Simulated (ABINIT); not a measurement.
# InH (Fm-3m): zone-centre phonons, part 2 of 3

Aim: the zone-centre modes of InH (Fm-3m).

ABINIT 10.8.3; DFT PBE, scalar-relativistic, plane waves, PseudoDojo norm-conserving pseudopotentials.

So far. Step 5 (Relaxing the cell and atoms): The volume changes by +1.3 % in this run and stands -18.7 % from the first cell. Step 6 (Ground state): The cell stands at -0.49 GPa: the relaxation ran with a smoothed and higher cutoff and on another k mesh. The relaxed cell has a = 5.039 Å (conventional setting).

The structure was built from a prototype and need not be the compound's stable phase.

## Step 7: Zone-centre response

At q = 0 one unit cell holds all displacements. The response is solved for single atoms along the cell's directions, and symmetry skips those that follow from others. The crystal is treated as a metal, which screens a static field, so no field response is asked.

dfpt_gamma.abi

```

# common to the responses
getwfk_filepath "gso_WFK"
kptopt 2
nqpt 1
qpt 0.0 0.0 0.0
asr 0
chneut 0

# displacements
rfphon 1
rfatpol 1 2
rfdir 1 1 1
tolvrs 1.0d-10
prtwf 0

# basis, mesh and filling
ecut 32.0
ngkpt 12 12 12
nshiftk 1
shiftk 0.0 0.0 0.0
istwfk *1
occopt 3
tsmear 0.01
nband 13
nstep 100
diemac 1000000.0
prtebands 0
prtgsr 0
useylm 1

# cell and atoms
acell 3*1.0 Angstrom
rprim 
    0.0 2.519695829 2.519695829
    2.519695829 0.0 2.519695829
    2.519695829 2.519695829 0.0
ntypat 2
znucl 49 1
natom 2
typat 1 2
xred 
    0.0 0.0 0.0
    0.5 0.5 0.5
pp_dirpath "./pseudo"
pseudos "In.upf, H.upf"
```

Command:

```bash
OMP_NUM_THREADS=1 mpirun -n 2 abinit dfpt_gamma.abi > dfpt_gamma.log
```

Numbers of over 12 decimals in the logs are rounded to 6 here.

dfpt_gamma.abo, the main output file:

```text
[banners, grids, parts of the stress and lines that vanish by symmetry left out]
- input  file    -> dfpt_gamma.abi
- output file    -> dfpt_gamma.abo
- root for input  files -> dfpt_gammai
- root for output files -> dfpt_gammao

 Symmetries : space group Fm -3 m (#225); Bravais cF (face-center cubic)
================================================================================
 Values of the parameters that define the memory need of the present run (RF).
     intxc =       0      iscf =       7    lmnmax =      18     lnmax =       6
     mgfft =      36  mpssoang =       3    mqgrid =    3001     natom =       2
  nloc_mem =       1    nspden =       1   nspinor =       1    nsppol =       1
      nsym =      48    n1xccc =    2501    ntypat =       2    occopt =       3
   xclevel =       2
-    mband =          13        mffmem =           1         mkmem =         434
-   mkqmem =         434        mk1mem =         434           mpw =        1893
      nfft =       46656          nkpt =         868
- my_mband =          13
================================================================================
================================================================================

--------------------------------------------------------------------------------
------------- Echo of variables that govern the present computation ------------
--------------------------------------------------------------------------------
-
- outvars: echo of selected default values
-   iomode0 =  0 , fftalg0 =312 , wfoptalg0 =  0
-
- outvars: echo of global parameters not present in the input file
-  max_nthreads =    1
-
 -outvars: echo values of preprocessed input variables
 [... echo left out ...]
================================================================================

 chkinp: Checking input parameters for consistency.

[...]
== DATASET  1 ==================================================================
-   mpi_nproc: 2, omp_nthreads: 1 (-1 if OMP is not activated)

--- !DatasetInfo
iteration_state: {dtset: 1, }
dimensions: {natom: 2, nkpt: 868, mband: 13, nsppol: 1, nspinor: 1, nspden: 1, mpw: 1893, }
cutoff_energies: {ecut:  32.0, pawecutdg:  -1.0, }
electrons: {nelect:   1.40000000E+01, charge:   0.00000000E+00, occopt:   3.00000000E+00, tsmear:   1.00000000E-02, }
meta: {optdriver: 1, rfphon: 1, }
...

 mkfilename: getwfk from: gso_WFK

 Real(R)+Recip(G) space primitive vectors, cartesian coordinates (Bohr,Bohr^-1):
 R(1)=  0.0000000  4.7615350  4.7615350  G(1)= -0.1050082  0.1050082  0.1050082
 R(2)=  4.7615350  0.0000000  4.7615350  G(2)=  0.1050082 -0.1050082  0.1050082
 R(3)=  4.7615350  4.7615350  0.0000000  G(3)=  0.1050082  0.1050082 -0.1050082
 Unit cell volume ucvol=  2.1590910E+02 bohr^3
 Angles (23,13,12)=  6.00000000E+01  6.00000000E+01  6.00000000E+01 degrees
 setup1 : take into account q-point for computing boxcut.

 getcut: wavevector=  0.0000  0.0000  0.0000  ngfft=  36  36  36
         ecut(hartree)=     32.000   => boxcut(ratio)=   2.09943

--- Pseudopotential description ------------------------------------------------
- pspini: atom type   1  psp file is ./pseudo/In.upf

- pspini: atom type   2  psp file is ./pseudo/H.upf

   3.59640677E+02                                ecore*ucvol(ha*bohr**3)
--------------------------------------------------------------------------------

 ==>  initialize data related to q vector <==

 The list of irreducible perturbations for this q vector is:
    1)    idir= 1    ipert=   1
    2)    idir= 1    ipert=   2

[...]
The perturbation idir=   2  ipert=   1 is
 symmetric of a previously calculated perturbation.
 So, its SCF calculation is not needed.

 The perturbation idir=   3  ipert=   1 is
 symmetric of a previously calculated perturbation.
 So, its SCF calculation is not needed.

 The perturbation idir=   2  ipert=   2 is
 symmetric of a previously calculated perturbation.
 So, its SCF calculation is not needed.

 The perturbation idir=   3  ipert=   2 is
 symmetric of a previously calculated perturbation.
 So, its SCF calculation is not needed.

--------------------------------------------------------------------------------
 Perturbation wavevector (in red.coord.)   0.000000  0.000000  0.000000
 Perturbation : displacement of atom   1   along direction   1
 Found     4 symmetries that leave the perturbation invariant.

[...]
dfpt_looppert : total number of electrons, from k and k+q
  fully or partially occupied states are    1.400000E+01 and    1.400000E+01.
 Initialisation of the first-order wave-functions :
  ireadwf=   0

--- !BeginCycle
iteration_state: {dtset: 1, }
solver: {iscf: 7, nstep: 100, nline: 4, wfoptalg: 0, }
tolerances: {tolvrs: 1.00E-10, }
...

     iter   2DEtotal(Ha)        deltaE(Ha) residm    vres2
-ETOT  1   3.968199     -1.167E+04 2.367E+01 1.976E+02
 ETOT  2 -0.131207     -4.099E+00 8.953E-02 6.676E+01
 ETOT  3 -0.150430     -1.922E-02 8.372E-04 7.410E+00
 ETOT  4 -0.150946     -5.159E-04 5.341E-05 1.399E+00
 ETOT  5 -0.151582     -6.361E-04 8.557E-06 1.033E-02
[...]
At SCF step   10       vres2   =  4.22E-12 < tolvrs=  1.00E-10 =>converged.
[...]
Mean square residual over all n,k,spin=   71.976E-14; max=  30.674E-11

 Thirteen components of 2nd-order total energy (hartree) are
 1,2,3: 0th-order hamiltonian combined with 1st-order wavefunctions
     kin0=   1.61846783E+04 eigvalue=   8.15714432E+02  local=  -9.11424679E+03
 4,5,6: 1st-order hamiltonian combined with 1st and 0th-order wfs
 loc psp =  -3.48256953E+03  Hartree=   9.89618979E+02     xc=  -1.93719196E+02
 note that "loc psp" includes a xc core correction that could be resolved
 7,8,9: eventually, occupation + non-local contributions
    edocc=   2.54037203E+01     enl0=   2.96751083E+03   enl1=  -1.98673509E+04
 1-9 gives the relaxation energy (to be shifted if some occ is /=2.0)
   erelax=  -1.16749602E+04
 10,11,12 Non-relaxation  contributions : frozen-wavefunctions and Ewald
 fr.local=   1.62704212E+03 fr.nonlo=   9.93060585E+03  Ewald=   1.14362852E+01
 13,14 Frozen wf xc core corrections (1) and (2)
 frxc 1  =  -3.53697483E+02  frxc 2 =   4.59421882E+02
 Resulting in :
 2DEtotal=   -0.1515836568E+00 Ha. Also 2DEtotal=   -0.412480143248E+01 eV
    (2DErelax=   -1.1674960232E+04 Ha. 2DEnonrelax=    1.1674808648E+04 Ha)
    (  non-var. 2DEtotal :   -1.5158461217E-01 Ha)

[...]
Perturbation wavevector (in red.coord.)   0.000000  0.000000  0.000000
 Perturbation : displacement of atom   2   along direction   1
 Found     4 symmetries that leave the perturbation invariant.

--------------------------------------------------------------------------------

--------------------------------------------------------------------------------

 dfpt_looppert : total number of electrons, from k and k+q
  fully or partially occupied states are    1.400000E+01 and    1.400000E+01.
 Initialisation of the first-order wave-functions :
  ireadwf=   0

--- !BeginCycle
iteration_state: {dtset: 1, }
solver: {iscf: 7, nstep: 100, nline: 4, wfoptalg: 0, }
tolerances: {tolvrs: 1.00E-10, }
...

     iter   2DEtotal(Ha)        deltaE(Ha) residm    vres2
-ETOT  1 -4.64655451227909E-02 -4.059E+01 1.261E+00 1.928E+02
[...]
ETOT  8 -0.150882     -2.314E-11 7.848E-09 2.026E-10
 ETOT  9 -0.150882     -1.059E-12 7.848E-10 1.663E-11

 At SCF step    9       vres2   =  1.66E-11 < tolvrs=  1.00E-10 =>converged.
[...]
Mean square residual over all n,k,spin=   21.221E-13; max=  78.477E-11

 Thirteen components of 2nd-order total energy (hartree) are
 1,2,3: 0th-order hamiltonian combined with 1st-order wavefunctions
     kin0=   4.14253715E+01 eigvalue=  -7.30062858E-01  local=  -7.59523349E+00
 4,5,6: 1st-order hamiltonian combined with 1st and 0th-order wfs
 loc psp =  -5.81527571E+01  Hartree=   8.51876980E+00     xc=  -6.44798482E+00
 note that "loc psp" includes a xc core correction that could be resolved
 7,8,9: eventually, occupation + non-local contributions
    edocc=   5.96185232E+00     enl0=  -4.37433617E-01   enl1=  -2.32378007E+01
 1-9 gives the relaxation energy (to be shifted if some occ is /=2.0)
   erelax=  -4.06952789E+01
 10,11,12 Non-relaxation  contributions : frozen-wavefunctions and Ewald
 fr.local=   1.77544145E+01 fr.nonlo=   1.13536976E+01  Ewald=   1.14362852E+01
 13,14 Frozen wf xc core corrections (1) and (2)
 frxc 1  =   0.00000000E+00  frxc 2 =   0.00000000E+00
 Resulting in :
 2DEtotal=   -0.1508816474E+00 Ha. Also 2DEtotal=   -0.410569878365E+01 eV
    (2DErelax=   -4.0695278922E+01 Ha. 2DEnonrelax=    4.0544397274E+01 Ha)
    (  non-var. 2DEtotal :   -1.5088160986E-01 Ha)

[...]
---- first-order wavefunction calculations are completed ----

 ==> Compute Derivative Database <==

 [... matrices left out ...]
  Phonon wavevector (reduced coordinates) :  0.00000  0.00000  0.00000
 Phonon energies in Hartree :
  -1.351627E-03 -1.351627E-03 -1.351627E-03 -8.527957E-06 -8.527957E-06
  -8.527956E-06
 Phonon frequencies in cm-1    :
- -2.966478E+02 -2.966478E+02 -2.966478E+02 -1.871670E+00 -1.871670E+00
- -1.871670E+00

== END DATASET(S) ==============================================================
================================================================================

 -outvars: echo values of variables after computation
            acell      1.8897261259E+00  1.8897261259E+00  1.8897261259E+00 Bohr
           etotal     -1.5088164736E-01
            fcart      0.0000000000E+00  0.0000000000E+00  0.0000000000E+00
           strten      0.0000000000E+00  0.0000000000E+00  0.0000000000E+00
================================================================================
```

Elapsed: 3.9 min, on 2 MPI ranks of Intel Xeon at 2.70GHz, shared host; 7.8 min of CPU time.

This step gave:

```
largest acoustic frequency at the zone centre before the sum rule : -1.87 cm⁻¹
highest optical zone-centre mode (no LO-TO term)                  : -296.6 cm⁻¹
lowest optical zone-centre mode                                   : -296.6 cm⁻¹
```

The acoustic modes at Γ come out as far as 1.9 cm⁻¹ from zero, where they should vanish, a small numerical error. The lowest optical mode is imaginary, 297i cm⁻¹, an instability at this level and on this k mesh.

## Step 8: Zone-centre analysis

anaddb reads the merged derivatives and imposes the acoustic sum rule.

anaddb.abi

```
ddb_filepath "gamma_DDB"
output_file "anaddb.abo"
outdata_prefix "anaddb"
asr 1
chneut 1
enunit 2
eivec 1
nph1l 1
qph1l 0.0 0.0 0.0 1.0
```

mrgddb.in

```
gamma_DDB
merged
2
dfpt_gammao_DDB
gso_DDB
```

Command:

```bash
mrgddb < mrgddb.in > mrgddb.log
OMP_NUM_THREADS=1 anaddb anaddb.abi > anaddb.log
```

anaddb.abo, the main output file:

```text
-outvars_anaddb: echo values of input variables ----------------------

 Miscellaneous information :
      enunit         2
       eivec         1
         asr         1
 First list of wavevector (reduced coord.) :
       nph1l         1
       qph1l
                     0.00000000E+00  0.00000000E+00  0.00000000E+00    1.000E+00

================================================================================

 read the DDB information and perform some checks

  ==== Info on the Cryst% object ====
 Real(R)+Recip(G) space primitive vectors, cartesian coordinates (Bohr,Bohr^-1):
 R(1)=  0.0000000  4.7615350  4.7615350  G(1)= -0.1050082  0.1050082  0.1050082
 R(2)=  4.7615350  0.0000000  4.7615350  G(2)=  0.1050082 -0.1050082  0.1050082
 R(3)=  4.7615350  4.7615350  0.0000000  G(3)=  0.1050082  0.1050082 -0.1050082
 Unit cell volume ucvol=  2.1590910E+02 bohr^3
 Angles (23,13,12)=  6.00000000E+01  6.00000000E+01  6.00000000E+01 degrees
 Time-reversal symmetry is present
 Reduced atomic positions [iatom, xred, symbol]:
    1)    0.0000000  0.0000000  0.0000000  In
    2)    0.5000000  0.5000000  0.5000000   H

 DDB file with 3 blocks has been read.

================================================================================

 Treat the first list of vectors

  Phonon wavevector (reduced coordinates) :  0.00000  0.00000  0.00000
 Phonon energies in Hartree :
  -1.351651E-03 -1.351651E-03 -1.351651E-03  0.000000E+00  0.000000E+00
   0.000000E+00
 Phonon energies in meV     :
- -3.678031E+01 -3.678031E+01 -3.678031E+01  0.000000E+00  0.000000E+00
-  0.000000E+00
 Phonon frequencies in cm-1    :
- -2.966532E+02 -2.966532E+02 -2.966532E+02  0.000000E+00  0.000000E+00
-  0.000000E+00
 Phonon frequencies in Thz     :
- -8.893438E+00 -8.893438E+00 -8.893438E+00  0.000000E+00  0.000000E+00
-  0.000000E+00
 Phonon energies in Kelvin  :
- -4.268177E+02 -4.268177E+02 -4.268177E+02  0.000000E+00  0.000000E+00
-  0.000000E+00

 Eigendisplacements
 (will be given, for each mode : in cartesian coordinates
   for each atom the real part of the displacement vector,
   then the imaginary part of the displacement vector - absolute values smaller than 1.0d-7 are set to zero)
  Mode number    1   Energy   -1.351651E-03
 Attention : low frequency mode.
   (Could be unstable or acoustic mode)
-  1  0.00000000E+00  1.09655183E-04 -1.71902948E-04
-     0.00000000E+00  0.00000000E+00  0.00000000E+00
-  2 -5.89196823E-06 -1.24916096E-02  1.95826997E-02
-     0.00000000E+00  0.00000000E+00  0.00000000E+00
  Mode number    2   Energy   -1.351651E-03
 Attention : low frequency mode.
   (Could be unstable or acoustic mode)
-  1  0.00000000E+00 -1.71902956E-04 -1.09655179E-04
-     0.00000000E+00  0.00000000E+00  0.00000000E+00
-  2 -3.36676063E-06  1.95827006E-02  1.24916091E-02
-     0.00000000E+00  0.00000000E+00  0.00000000E+00
  Mode number    3   Energy   -1.351651E-03
 Attention : low frequency mode.
   (Could be unstable or acoustic mode)
-  1  2.03899195E-04  0.00000000E+00  0.00000000E+00
-     0.00000000E+00  0.00000000E+00  0.00000000E+00
-  2 -2.32276221E-02  3.30206063E-07 -6.77800345E-06
-     0.00000000E+00  0.00000000E+00  0.00000000E+00
  Mode number    4   Energy    0.000000E+00
 Attention : low frequency mode.
   (Could be unstable or acoustic mode)
-  1  0.00000000E+00  0.00000000E+00  2.17627282E-03
-     0.00000000E+00  0.00000000E+00  0.00000000E+00
-  2  0.00000000E+00  0.00000000E+00  2.17624086E-03
-     0.00000000E+00  0.00000000E+00  0.00000000E+00
  Mode number    5   Energy    0.000000E+00
 Attention : low frequency mode.
   (Could be unstable or acoustic mode)
-  1  0.00000000E+00  2.17627282E-03  0.00000000E+00
-     0.00000000E+00  0.00000000E+00  0.00000000E+00
-  2  0.00000000E+00  2.17624086E-03  0.00000000E+00
-     0.00000000E+00  0.00000000E+00  0.00000000E+00
  Mode number    6   Energy    0.000000E+00
 Attention : low frequency mode.
   (Could be unstable or acoustic mode)
-  1  2.17627282E-03  0.00000000E+00  0.00000000E+00
-     0.00000000E+00  0.00000000E+00  0.00000000E+00
-  2  2.17624086E-03  0.00000000E+00  0.00000000E+00
-     0.00000000E+00  0.00000000E+00  0.00000000E+00

 Analysis of degeneracies and characters (maximum tolerance=1.00E-06 a.u.)
 For each vibration mode, or group of modes if degenerate,
 the characters are given for each symmetry operation (see the list in the log file).
 Symmetry characters of vibration mode #   1
       degenerate with vibration modes #   2 to    3
  3.0 -3.0 -1.0  1.0 -1.0  1.0 -1.0  1.0  1.0 -1.0 -1.0  1.0  1.0 -1.0 -1.0  1.0
  0.0 -0.0 -0.0  0.0  0.0 -0.0 -0.0  0.0  1.0 -1.0 -1.0  1.0 -1.0  1.0  1.0 -1.0
  0.0 -0.0  0.0 -0.0 -0.0  0.0 -0.0  0.0  1.0 -1.0  1.0 -1.0 -1.0  1.0 -1.0  1.0
 Symmetry characters of vibration mode #   4
       degenerate with vibration modes #   5 to    6
  3.0 -3.0 -1.0  1.0 -1.0  1.0 -1.0  1.0  1.0 -1.0 -1.0  1.0  1.0 -1.0 -1.0  1.0
 -0.0  0.0  0.0 -0.0 -0.0  0.0  0.0 -0.0  1.0 -1.0 -1.0  1.0 -1.0  1.0  1.0 -1.0
  0.0 -0.0 -0.0  0.0  0.0 -0.0  0.0 -0.0  1.0 -1.0  1.0 -1.0 -1.0  1.0 -1.0  1.0
-
```

Wall time 0.7 s (1 thread).

No LO-TO term; unit eigenvectors of the mass-weighted matrix, from anaddb's displacements. The modes at Γ (shares of kinetic energy by element, %) (negative means imaginary):

| mode | frequency (cm⁻¹) | symmetry | In % | H % |
| --- | --- | --- | --- | --- |
| 1 | -296.7 | T1u | 1 | 99 |
| 2 | -296.7 | T1u | 1 | 99 |
| 3 | -296.7 | T1u | 1 | 99 |
| 4 | 0.0 | acoustic | 99 | 1 |
| 5 | 0.0 | acoustic | 99 | 1 |
| 6 | 0.0 | acoustic | 99 | 1 |

Displacements in mode 1 (-296.7 cm⁻¹), the largest set to 1:
```
In1  0.00  0.01 -0.01
H2   0.00 -0.64  1.00
```

The rule moves no optical mode by more than 0.1 cm⁻¹.

## Step 9: Ground state

Scaled from the time of the run at Γ, the full q mesh would overrun the time at hand on this k mesh, so the ground state is made again on a coarser one.

gs.abi

```
# ground state
tolvrs 1.0d-16
prtden 1
prtwf 1

# basis, mesh and filling
ecut 32.0
ngkpt 8 8 8
nshiftk 1
shiftk 0.0 0.0 0.0
istwfk *1
occopt 3
tsmear 0.01
nband 13
nstep 100
diemac 1000000.0
prtebands 0
prtgsr 0
useylm 1

# cell and atoms
acell 3*1.0 Angstrom
rprim 
    0.0 2.519695829 2.519695829
    2.519695829 0.0 2.519695829
    2.519695829 2.519695829 0.0
ntypat 2
znucl 49 1
natom 2
typat 1 2
xred 
    0.0 0.0 0.0
    0.5 0.5 0.5
pp_dirpath "./pseudo"
pseudos "In.upf, H.upf"
```

Command:

```bash
OMP_NUM_THREADS=1 mpirun -n 2 abinit gs.abi > gs.log
```

gs.abo, the main output file:

```text
[banners, grids, parts of the stress and lines that vanish by symmetry left out]
- input  file    -> gs.abi
- output file    -> gs.abo
- root for input  files -> gsi
[...]
Symmetries : space group Fm -3 m (#225); Bravais cF (face-center cubic)
[...]
mpw =        1893          nfft =       46656          nkpt =          29
[...]
== DATASET  1 ==================================================================
[...]
cutoff_energies: {ecut:  32.0, pawecutdg:  -1.0, }
[...]
ETOT  1  -66.869606676646    -6.687E+01 7.763E-01 3.722E+01
 ETOT  2  -67.001264018385    -1.317E-01 2.401E-02 1.825E+00
 ETOT  3  -67.001774807758    -5.108E-04 4.003E-03 3.574E-02
 ETOT  4  -67.001782981462    -8.174E-06 2.542E-02 6.008E-03
 ETOT  5  -67.001783603704    -6.222E-07 1.947E-03 5.529E-04
[...]
ETOT 11  -67.001783701932    -1.876E-12 1.298E-04 2.183E-14
 ETOT 12  -67.001783701930     1.194E-12 1.805E-04 7.274E-17
 At SCF step   12       vres2   =  7.27E-17 < tolvrs=  1.00E-16 =>converged.
[...]
sigma(1 1)=  1.28742518E-05  sigma(3 2)=  0.00000000E+00
  sigma(2 2)=  1.28742518E-05  sigma(3 1)=  0.00000000E+00
  sigma(3 3)=  1.28742518E-05  sigma(2 1)=  0.00000000E+00
[...]
convergence: {deltae:  1.194E-12, res2:  7.274E-17, residm:  1.805E-04, diffor: null, }
etotal    :  -6.70017837E+01
[...]
sigma(1 1)=  1.28742518E-05  sigma(3 2)=  0.00000000E+00
  sigma(2 2)=  1.28742518E-05  sigma(3 1)=  0.00000000E+00
  sigma(3 3)=  1.28742518E-05  sigma(2 1)=  0.00000000E+00
[...]
- sigma(1 1)=  3.78773564E-01  sigma(3 2)=  0.00000000E+00
- sigma(2 2)=  3.78773564E-01  sigma(3 1)=  0.00000000E+00
- sigma(3 3)=  3.78773564E-01  sigma(2 1)=  0.00000000E+00
[...]
fcart     -0.0000000000E+00 -0.0000000000E+00 -0.0000000000E+00
           strten      1.2874251760E-05  1.2874251760E-05  1.2874251760E-05
================================================================================

[key lines of the parts left out:]
pressure_GPa:  -3.7877E-01
```

It took 30 s on 2 MPI ranks.

Numbers from this step:

- pressure: -0.3788 GPa

(Continued in part 3 of 3.)

[Host names and launcher messages were left out of these logs when they were recorded.]

[Logs are printed without paths, hosts, clocks, repeated set-up lines and the standing remarks that a program may print on its own settings, such as how far it seeks lower states.]

[Hosts, paths, dates, database ids (printed as entryN), source tags and the programs' standing remarks are cut or masked in the printed files.]
